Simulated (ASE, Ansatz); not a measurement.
# Localised basis functions on wurtzite SiC, size series (144 atoms)

Wanted: errors and times of a linear-scaling basis for wurtzite SiC, size series (144 atoms). A setting counts as converged where the r.m.s. difference of forces stays under 1 % of the r.m.s. force.

Method: Kohn-Sham DFT, LDA, PAW (set soft_2), plane waves, in Ansatz 0.2.0.

## 1. Starting point

The cell holds 144 atoms: 72 Si and 72 C. Its edges and angles: a = 9.228 Å, b = 9.228 Å, c = 20.192 Å, α = 90.0°, β = 90.0°, γ = 120.0°. It derives from SiC (wurtzite), repeated 3×3×4. Wurtzite SiC (a = 3.076 Å, c = 5.048 Å), 3 x 3 x 4 conventional cells; ideal positions.

What the set-up can't give: Sampling is at Γ alone, for a cell whose shortest periodic width is 8 Å.

## 2. Plane-wave single point

This run is the reference for what follows, at a cutoff of 420 eV.

Input file input.yaml:

```yaml
crystal:
  lattice:
    - [9.228, 0.0, 0.0]
    - [-4.614, 7.99168, 0.0]
    - [0.0, 0.0, 20.192]
  atoms:
    - { symbol: Si, position: [0.0, 0.0, 0.0] }
    - { symbol: C, position: [0.11111, 0.22222, 0.03125] }
    - { symbol: Si, position: [0.11111, 0.22222, 0.125] }
    - { symbol: C, position: [0.0, 0.0, 0.15625] }
    - { symbol: Si, position: [0.0, 0.0, 0.25] }
    - { symbol: C, position: [0.11111, 0.22222, 0.28125] }
    - { symbol: Si, position: [0.11111, 0.22222, 0.375] }
    - { symbol: C, position: [0.0, 0.0, 0.40625] }
    - { symbol: Si, position: [0.0, 0.0, 0.5] }
    - { symbol: C, position: [0.11111, 0.22222, 0.53125] }
    - { symbol: Si, position: [0.11111, 0.22222, 0.625] }
    - { symbol: C, position: [0.0, 0.0, 0.65625] }
    - { symbol: Si, position: [0.0, 0.0, 0.75] }
    - { symbol: C, position: [0.11111, 0.22222, 0.78125] }
    - { symbol: Si, position: [0.11111, 0.22222, 0.875] }
    - { symbol: C, position: [0.0, 0.0, 0.90625] }
    - { symbol: Si, position: [0.0, 0.33333, 0.0] }
    - { symbol: C, position: [0.11111, 0.55556, 0.03125] }
    - { symbol: Si, position: [0.11111, 0.55556, 0.125] }
    - { symbol: C, position: [0.0, 0.33333, 0.15625] }
    - { symbol: Si, position: [0.0, 0.33333, 0.25] }
    - { symbol: C, position: [0.11111, 0.55556, 0.28125] }
    - { symbol: Si, position: [0.11111, 0.55556, 0.375] }
    - { symbol: C, position: [0.0, 0.33333, 0.40625] }
    - { symbol: Si, position: [0.0, 0.33333, 0.5] }
    - { symbol: C, position: [0.11111, 0.55556, 0.53125] }
    - { symbol: Si, position: [0.11111, 0.55556, 0.625] }
    - { symbol: C, position: [0.0, 0.33333, 0.65625] }
    - { symbol: Si, position: [0.0, 0.33333, 0.75] }
    - { symbol: C, position: [0.11111, 0.55556, 0.78125] }
    - { symbol: Si, position: [0.11111, 0.55556, 0.875] }
    - { symbol: C, position: [0.0, 0.33333, 0.90625] }
    [... 106 atom lines left out ...]
    - { symbol: Si, position: [0.77778, 0.88889, 0.625] }
    - { symbol: C, position: [0.66667, 0.66667, 0.65625] }
    - { symbol: Si, position: [0.66667, 0.66667, 0.75] }
    - { symbol: C, position: [0.77778, 0.88889, 0.78125] }
    - { symbol: Si, position: [0.77778, 0.88889, 0.875] }
    - { symbol: C, position: [0.66667, 0.66667, 0.90625] }
kpoints:
  mp_grid: { grid: [1, 1, 1] }
hamiltonian:
  xc: lda
scf:
  occupations: { method: gaussian, width: 0.05 }
output:
  forces: true
  stress: true
  populations: true
  dos:
    method: { smearing: { sigma: 0.1 } }
    de: 0.1
    projected: { site_lists: { C: [C], Si: [Si] } }
  eigenvalues: true
```

Run with:

```sh
> ansatz run input.yaml --threads 32 --pin off --max-ram 92160MiB --backend cuda --events-out ev --progress --plain --runs-dir out --max-vram 78GiB
```

Numbers of over 12 decimals in the logs are rounded to 6 here.

Output:

```text
Warning: the atoms were moved onto the symmetric positions of the space group found under crystal.symmetry.tolerance 1.0e-5 (fractional; no operation is sought that the atoms, as they stand in a round, miss by more than twice it, and no atom is moved by as much as it), and the run uses the moved positions. [...]
Engine: ansatz 0.2.0, aarch64-unknown-linux-gnu
Pseudopotentials: kind: paw
Pseudopotential: Si, paw, valence charge 4, recommended cutoff 420 eV (normal), Si.paw.azcp
Pseudopotential: C, paw, valence charge 4, recommended cutoff 420 eV (normal), C.paw.azcp
Functional definition: SPW92
  exchange = slater_x
  correlation = pw_c
[...]
Crystal: 144 atoms, lattice volume = 1489.104 Å³
Basis set: ecut = 420 eV, 29107 PW (Γ)
Bands: 432, of which v1, the nominal top of the filled ones, is band 288 counted from 1 (287 counted from 0)
Symmetry: 432 space group operations
Space group: P63mc (ITA 186), of the structure as read, at distance tolerance 1.1e-4 Å
k-points: 1
Non-local potential: Si, projectors of the file, l = 0: 2, l = 1: 2, l = 2: 2
Non-local potential: C, projectors of the file, l = 0: 2, l = 1: 2, l = 2: 1
PAW form: soft (Blöchl's): semilocal exchange-correlation on the pseudo side does not see the compensation charge
PAW frozen core: Si, regenerated for the run's functional, and the local potential with it (the file was generated under x = pbe(κ = 0.804, μ = 0.219515), c = pbe(β = 0.066725))
PAW frozen core: C, regenerated for the run's functional, and the local potential with it (the file was generated under x = pbe(κ = 0.804, μ = 0.219515), c = pbe(β = 0.066725))
PAW one-centre angular grid: Si, 110 points (default); XC on 64 Gauss nodes
PAW one-centre angular grid: C, 110 points (default); XC on 64 Gauss nodes
Initial density: superposition of atomic densities (neutral atoms: chi_scale 0, normalization atom), corrected by the library's trained network
Initial wavefunctions: pseudopotential atomic-orbital guess
[...]
Functional: x = slater, c = lda
SCF iter   1: F=—  HF=-61338.640945 eV  |F-HF|=—  |Δ(HF+E_count)|=         —  Δρ=6.88e-3  dr2=3.25e-1  ethr=1.77e-3  ⟨swp⟩=6.0  Hψ=1971  notcnv=0  defer=56
preconditioner: auto → Resta (q_TF=auto, 2.329 Å⁻¹)  ε∞=5.0  [insulator: Δε(μ)=2.050 eV  Ē_g=11.549 eV  σ=0.050 eV  W_gap=1.00  n_scr=332 (ndim 8)  ℏωp=23.1 eV  f_vac=0.000  D(μ)=0.00/eV (n_scr^D=0)  ε∞_Penn≈5.0]
SCF iter   2: F=—  HF=-61338.560357 eV  |F-HF|=—  |Δ(HF+E_count)|=   8.06e-2  Δρ=3.67e-3  dr2=9.69e-2  ethr=5.63e-5  ⟨swp⟩=2.0  Hψ=511  notcnv=0  defer=88
SCF iter   3: F=—  HF=-61338.523201 eV  |F-HF|=—  |Δ(HF+E_count)|=   3.72e-2  Δρ=2.06e-4  dr2=5.19e-4  ethr=1.68e-5  ⟨swp⟩=2.0  Hψ=466  notcnv=0  defer=88
SCF iter   4: F=—  HF=-61338.524478 eV  |F-HF|=—  |Δ(HF+E_count)|=   1.28e-3  Δρ=4.90e-5  dr2=2.89e-5  ethr=9.01e-8  ⟨swp⟩=2.0  Hψ=585  notcnv=0  defer=88
SCF iter   5: F=—  HF=-61338.523905 eV  |F-HF|=—  |Δ(HF+E_count)|=   5.72e-4  Δρ=1.01e-5  dr2=1.03e-6  ethr=5.01e-9  ⟨swp⟩=2.0  Hψ=574  notcnv=0  defer=88
SCF iter   6: F=-61338.523905 eV  HF=-61338.523905 eV  |F-HF|=5.08e-9  |Δ(HF+E_count)|=   3.13e-9  Δρ=2.15e-6  dr2=6.10e-8  ethr=1.74e-11  ⟨swp⟩=16.0  Hψ=2378  notcnv=0
SCF 1 converged in 6 iterations: F = -61338.523905 eV  dr2 = 6.10e-8
  greatest PAW one-centre occupation: 0.628 electrons in one spin orbital (limit 2), on the C atom at site 143 (counted from 0), in its partial waves of l = 0
SCF converged after 6 iterations
Free energy (F): -61338.523905 eV
Harris-Foulkes:  -61338.523905 eV  (|F-HF|=5.08e-9)
Internal energy: -61338.523905 eV  (E = F + TS)
E sigma→0 (E₀):  -61338.523905 eV
Fermi energy:    10.523669 eV
--- Per-component energies (eV) ---
  E_band       = 2006.479790
  E_kinetic    = 9849.645525
  E_local      = -7775.238215  (includes V_loc(G=0)·N_el)
  E_nonlocal   = 3862.489682
  E_hartree    = 2357.995125
  E_xc         = -7541.476137
  E_vxc        = -7879.423455  (∫ρ·V_xc dr)
  E_paw        = -41623.990295  (= ΣΔE_a)
  E_vpaw       = -766.970423  (= ΣTr[D̂ρ^β])
  E_aug_tail   = 0.001075  (compensation charges beyond the density's cutoff)
  E_ewald      = -20478.546418
  E_core_change = 10.595752  (= ΣΔE_core)
  E_smearing   = -0.000000  (= −TS)
  E_closure    = -0.000000  (closes the sum)
  Σ components = -61338.523905   (vs F -61338.523905, Δ=0.00e0)
--- Forces (eV/Å), atoms counted from 1 ---
[... 144 lines of forces left out ...]
  max |Σ_I F_I| component: 2.59e-4 eV/Å
--- Stress (GPa, compression-positive) ---
       -2.003541       0.000000       0.000000
       -0.000000      -2.003541      -0.000000
        0.000000      -0.000000      -6.494022
  P = ⅓ Tr σ = -3.5004 GPa (-35.004 kbar)
--- Band table (eV) ---
[... left out ...]
--- Löwdin populations: 144 sites ---
  site symbol       q [e]
[... 144 lines, one an atom, left out ...]
  spilling = 0.009877 (of n_electrons = 576.000000)
```

The job ended after 1.7 s (1 × NVIDIA GB200 with 32 threads of Arm Neoverse V2, shared host; peak memory 1.2 GiB).

That memory is the host's. Forces of this run were stored rounded, and per-atom blocks of the log weren't kept.

The program notes that positions were snapped to a detected symmetry.

Numbers from this run:

```yaml
free_energy: -61338.5239 eV
free_energy_per_atom: -425.9620 eV/atom
scf_cycles: 6
pressure: -3.5 GPa
r_m_s_force_component: 0.1161 eV/Å
longest_force: 0.2011 eV/Å
fermi_energy: 10.52 eV
spacing_of_highest_filled_and_lowest_empty_level: 2.046 eV
spilling_of_the_projection: 0.009877
```

Length of the force by element:

```tsv
element	coordination	atoms	mean length of the force (eV/Å)	spread	least	most
C	all	72	0.201	0	0.201	0.201
Si	all	72	0.201	0	0.201	0.201
```

Löwdin charges by element (they lack the spilled electrons, 0.040 e an atom on average):

```tsv
element	coordination	atoms	mean charge (e)	spread	least	most
C	all	72	-0.992	0	-0.992	-0.992
Si	all	72	1.07	0	1.07	1.07
```

Density of states as counts of states in windows of 1 eV (from the Fermi level), total and some projections:

```tsv
from (eV)	to (eV)	total	C p	Si p	Si s	C s
-14	-13	26.8	2.5	8.0	6.2	10.0
-13	-12	28.6	2.0	9.1	4.3	13.0
-12	-11	41.2	1.3	13.8	3.7	22.2
-11	-10	0.0	0.0	0.0	0.0	0.0
-10	-9	2.1	1.0	0.7	0.4	0.0
-9	-8	63.9	31.0	8.6	19.4	4.7
-8	-7	56.0	27.6	16.3	6.8	4.9
-7	-6	40.5	21.1	12.0	3.2	3.9
-6	-5	47.4	27.6	12.2	3.5	3.5
-5	-4	10.8	7.1	3.6	0.0	0.0
-4	-3	93.9	62.2	28.2	1.5	1.3
-3	-2	85.1	63.8	18.5	0.7	0.6
-2	-1	30.3	26.0	3.5	0.0	0.0
-1	0	1.9	1.7	0.1	0.0	0.0
0	1	1.2	0.2	0.7	0.0	0.0
1	2	3.3	0.6	1.8	0.1	0.1
2	3	67.6	5.9	30.1	9.3	11.5
3	4	47.6	4.7	18.9	4.1	9.0
4	5	17.9	3.5	6.2	2.6	1.8
```

Between -17 and -14 eV lie 47 more states.

Not all projections were asked for or kept, so they needn't add up to the total.

The levels nearest the highest filled one (over half full), pooled over k-points and spins:

```tsv
level less the highest filled one (eV)	occupation
-0.225	2
-0.225	2
-0.225	2
-0.154	2
0	2
0	2
2.05	0
2.05	0
3.16	0
3.16	0
3.16	0
3.16	0
```

Mean Löwdin charges: C -0.99, Si +1.07 e (they miss 0.99 % of the electrons, so they add up to more than the cell's charge).

## 3. Distances and neighbours

Bonds and neighbours are counted at the geometry of the runs.

Density 3.22 g/cm³, 10.34 Å³ an atom.

g(r), total and by pair (bins of 0.1 Å):

```tsv
r (Å)	total	C-C	C-Si	Si-Si
1.75	0.00	0.00	0.00	0.00
1.85	9.36	0.00	18.70	0.00
1.95	0.00	0.00	0.00	0.00
2.05	0.00	0.00	0.00	0.00
2.15	0.00	0.00	0.00	0.00
2.25	0.00	0.00	0.00	0.00
2.35	0.00	0.00	0.00	0.00
2.45	0.00	0.00	0.00	0.00
2.55	0.00	0.00	0.00	0.00
2.65	0.00	0.00	0.00	0.00
2.75	0.00	0.00	0.00	0.00
2.85	0.00	0.00	0.00	0.00
2.95	0.00	0.00	0.00	0.00
3.05	10.40	20.90	0.00	20.90
3.15	0.82	0.00	1.63	0.00
3.25	0.00	0.00	0.00	0.00
3.35	0.00	0.00	0.00	0.00
3.45	0.00	0.00	0.00	0.00
3.55	0.00	0.00	0.00	0.00
3.65	5.64	0.00	11.30	0.00
3.75	0.00	0.00	0.00	0.00
3.85	0.00	0.00	0.00	0.00
3.95	0.00	0.00	0.00	0.00
4.05	0.00	0.00	0.00	0.00
4.15	0.00	0.00	0.00	0.00
4.25	0.00	0.00	0.00	0.00
4.35	2.58	5.16	0.00	5.16
4.45	2.52	0.00	5.04	0.00
4.55	0.00	0.00	0.00	0.00
4.65	0.00	0.00	0.00	0.00
4.75	3.29	0.00	6.59	0.00
4.85	0.00	0.00	0.00	0.00
4.95	0.00	0.00	0.00	0.00
5.05	0.65	1.30	0.00	1.30
5.15	0.00	0.00	0.00	0.00
5.25	0.00	0.00	0.00	0.00
5.35	5.22	10.40	0.00	10.40
5.45	0.00	0.00	0.00	0.00
5.55	0.00	0.00	0.00	0.00
5.65	2.30	0.00	4.60	0.00
5.75	0.00	0.00	0.00	0.00
5.85	0.00	0.00	0.00	0.00
5.95	3.50	5.63	1.38	5.63
6.05	0.00	0.00	0.00	0.00
```

Bonds by pair of elements; cutoffs follow the first minimum of g(r), held within bounds set by covalent radii, and pairs that aren't listed don't count as bonded:

```tsv
pair A-B	cutoff (Å)	bonds	mean length (Å)	spread (Å)	shortest (Å)	B about A	A about B
C-Si	2.27	288	1.89	0.004	1.89	4	4
```

How many atoms have how many bonded neighbours:

```tsv
element	mean	4
C	4	72
Si	4	72
```

Bond angles (no mean is given where the spread exceeds 20°):

```tsv
angle	count	mean (°)	spread (°)
Si-C-Si	432	110	0.1
C-Si-C	432	110	0.1
```

Rings of the network by King's shortest-path rule, up to 12 atoms, one path for each pair of neighbours; H, halogens, alkali and alkaline-earth atoms are left out, and the last column divides by all other atoms, bonded or not:

```tsv
ring size (atoms)	rings	per network atom
6	277	1.92
```

For some of the pairs, g(r) has its first main peak near 3.08 Å (C-C), 1.88 Å (C-Si) and 3.08 Å (Si-Si). By these cutoffs all C atoms have 4 and all Si atoms have 4 bonded neighbours. The Si-C-Si angle averages 110° with a spread of 0.1°. All rings counted have 6 atoms.

A closer look about Si1, which bears the longest force: 18 atoms, nearest first, numbered in the order of the input, with positions taken from that point.

```tsv
atom	x	y	z	distance (Å)	bonds	Löwdin charge (e)	Fx	Fy	Fz (eV/Å)
Si1	0.00	0.00	0.00	0.00	4	1.07	0.000	0.000	0.201
C2	0.00	1.78	0.63	1.88	4	-0.99	0.000	0.000	-0.201
C130	-1.54	-0.89	0.63	1.88	4	-0.99	0.000	0.000	-0.201
C34	1.54	-0.89	0.63	1.88	4	-0.99	0.000	0.000	-0.201
C16	0.00	0.00	-1.89	1.89	4	-0.99	0.000	0.000	-0.201
Si17	-1.54	2.66	0.00	3.08	4	1.07	0.000	0.000	0.201
Si65	1.54	2.66	0.00	3.08	4	1.07	0.000	0.000	0.201
Si129	-1.54	-2.66	0.00	3.08	4	1.07	0.000	0.000	0.201
Si33	1.54	-2.66	0.00	3.08	4	1.07	0.000	0.000	0.201
Si49	3.08	0.00	0.00	3.08	4	1.07	0.000	0.000	0.201
Si97	-3.08	0.00	0.00	3.08	4	1.07	0.000	0.000	0.201
Si3	0.00	1.78	2.52	3.09	4	1.07	0.000	0.000	0.201
Si15	0.00	1.78	-2.52	3.09	4	1.07	0.000	0.000	0.201
Si131	-1.54	-0.89	2.52	3.09	4	1.07	0.000	0.000	0.201
Si143	-1.54	-0.89	-2.52	3.09	4	1.07	0.000	0.000	0.201
Si35	1.54	-0.89	2.52	3.09	4	1.07	0.000	0.000	0.201
Si47	1.54	-0.89	-2.52	3.09	4	1.07	0.000	0.000	0.201
C4	0.00	0.00	3.16	3.16	4	-0.99	0.000	0.000	-0.201
```

The column of bonds counts only the pairs C-Si within 2.27 Å; other neighbours, such as metal atoms beside each other in a compound, aren't counted, and periodic images can show an atom twice.

## 4. Support functions medium

With localised support functions most steps grow linearly with size, though the diagonalisation grows faster unless the density matrix is cut; this run measures error and cost at this size. The level medium gives here a grid of 48×48×90 points and a radius of 3.44 Å.

This step: Kohn-Sham DFT, LDA, PAW (set soft_2), localised support functions (medium) (Ansatz 0.2.0).

input.yaml, the sections that differ from step 2:

```yaml
scf:
  occupations: { method: gaussian, width: 0.05 }
  eigensolver: { kind: { support_functions: { accuracy: medium } } }
  max_iter: 150
output:
  forces: true
  eigenvalues: true
# crystal, kpoints, hamiltonian: as in step 2
```

Output:

```text
Warning: scf.eigensolver.kind.support_functions: disabling space-group detection — the functions' gradient is summed over unrotated k-points, so no spatial operation reduces the k-mesh or symmetrises the density; time reversal is kept, so that k and −k are solved as one point where they differ and the mesh holds both, and exact exchange and, on two spinor components, a DFT+U term hold to it where the run has them: [...]
settings of this run that can trade accuracy for cost: scf.eigensolver.kind.support_functions [...]
[...]
device memory: the entry about to start is reckoned to put 4.2 GiB on a device that reports 141.7 GiB free (of which the cap on the GPU budget leaves the run 78.0 GiB)
GPU FFT provider: cuFFT
GPU libraries: cuBLAS 13.8.1, cuFFT 12.4.0, cuSOLVER 12.3.2
GPU matrix products: emulated (plane waves: as basis.precision tells), large ones in fixed point in workspaces of 1.00 GiB
Crystal: 144 atoms, lattice volume = 1489.104 Å³
Basis set: ecut = 420 eV, 29107 PW (Γ)
Bands: 346, of which v1, the nominal top of the filled ones, is band 288 counted from 1 (287 counted from 0)
Symmetry: 1 space group operations
k-points: 1
[...]
GPU buffer pool allocated for 552960 grid points (all kernels)
Eigensolver: Support functions (medium, 48×48×90 points, laid for a spacing of at most 0.228497 Å, radius 3.441445 Å, 2 species' potentials softened for the grid, 2 wholly corrected for its errors in the mean over positions, 2 with the egg-box correction, energy correction by exact trace)
[...]
SCF iter   1: F=—  HF=-61407.861870 eV  |F-HF|=—  |Δ(HF+E_count)|=         —  Δρ=1.39e-1  dr2=3.53e2  ethr=1.00e-1
[...]
SCF iter   8: F=—  HF=-61338.895257 eV  |F-HF|=—  |Δ(HF+E_count)|=   4.83e-3  Δρ=3.27e-5  dr2=1.19e-5  ethr=9.55e-9  κ⁻¹=2.2e-7(r=6)
SCF iter   9: F=-61338.898326 eV  HF=-61338.898326 eV  |F-HF|=1.48e-7  |Δ(HF+E_count)|=   3.07e-3  Δρ=5.41e-6  dr2=3.19e-7  ethr=2.07e-9
SCF 1 converged in 9 iterations: F = -61338.922646 eV  dr2 = 3.19e-7
[...]
SCF converged after 9 iterations
Stability not checked: this state was not tested for a lower state beside it, because the mixer in use, unlike msr1, does not test its closes by its own steps (another_mixer; see scf.mixing.algorithm and scf.lower_state_search)
Free energy (F): -61338.922646 eV
[...]
Internal energy: -61338.922646 eV  (E = F + TS)
E sigma→0 (E₀):  -61338.922646 eV
Fermi energy:    10.523006 eV
[...]
Σ components = -61338.922646   (vs F -61338.922646, Δ=0.00e0)
--- Forces (eV/Å), atoms counted from 1 ---
[... 144 lines of forces left out ...]
  max |Σ_I F_I| component: 2.74e-2 eV/Å
--- Band table (eV) ---
[... left out ...]
```

Elapsed: 3.4 s, on 1 × NVIDIA GB200 with 32 threads; peak memory 1.1 GiB; 10 s of CPU time.

That memory is the host's; the program planned up to 4.2 GiB on the GPU.

The program notes that the band table was not solved further than the SCF left it and it switched symmetry off.

Keys that differ from the reference: support_functions.accuracy = "medium" and scf.max_iter = 150.

Forces differ from the reference by 0.50 meV/Å r.m.s., 0.43 % of their size, within a tolerance of 1 %; the energy by -2.8 meV/atom. The two runs also began from different starting densities, which bears on cycles and time.

## 5. All settings compared

Differences are against the plane-wave reference (Kohn-Sham DFT, LDA, PAW (set soft_2), plane waves), whose r.m.s. force component is 0.116 eV/Å. Energies are set beside the reference only for runs with its functional, potentials and electron count. Times are for 1 × NVIDIA GB200 with 32 threads of Arm Neoverse V2, shared host. The reference's time includes the DOS and the stress, which some other runs skip.

```tsv
run	Δ force, r.m.s. (meV/Å)	share of r.m.s. force (%)	Δ energy (meV/atom)	Δ gap (eV)	cycles	time	host memory (GiB)
reference	-	-	-	-	6	1.7 s	1.2
support functions medium	0.502	0.432	-2.77	5.0e-4	9	3.4 s	1.1
```

## 6. Outcome

```yaml
free_energy_per_atom: -425.9620 eV/atom
density: 3.219 g/cm³
pressure: -3.5 GPa
r_m_s_force_component: 0.1161 eV/Å
spacing_of_highest_filled_and_lowest_empty_level: 2.046 eV
wall_time_of_the_2_dft_runs: 5 s
```

What this shows: Against plane waves at 420 eV, the forces differ by 0.50 meV/Å (0.43 %) with support functions medium. At 144 atoms the run with support functions medium takes roughly 2.0 times the time of plane waves (whose run also made extra analyses, so the like-for-like ratio is larger), in 9 SCF cycles against 6. Differences between support functions and plane waves include what basis error the plane-wave run still has.

The highest filled and lowest empty levels differ by 2.05 eV at Γ alone; the mesh holds the band edges only if they fold onto it, so the gap at this level can be narrower or closed, while local or semilocal functionals tend to narrow gaps against experiment. Counting bonds as in the table, all C atoms have 4 and all Si atoms have 4 bonded neighbours.

Caveats: The geometry was built by rule and isn't relaxed at this level: its force components are 0.12 eV/Å r.m.s. The stress is far from hydrostatic: its diagonal is -2.0, -2.0, -6.5 GPa, compression counted positive. The pressure of -3.5 GPa means that a free cell would contract at this level.

[Logs are printed without paths, hosts, clocks, repeated set-up lines and the standing remarks that a program may print on its own settings, such as how far it seeks lower states.]

[Hosts, paths, dates, database ids (printed as entryN), source tags and the programs' standing remarks are cut or masked in the printed files.]
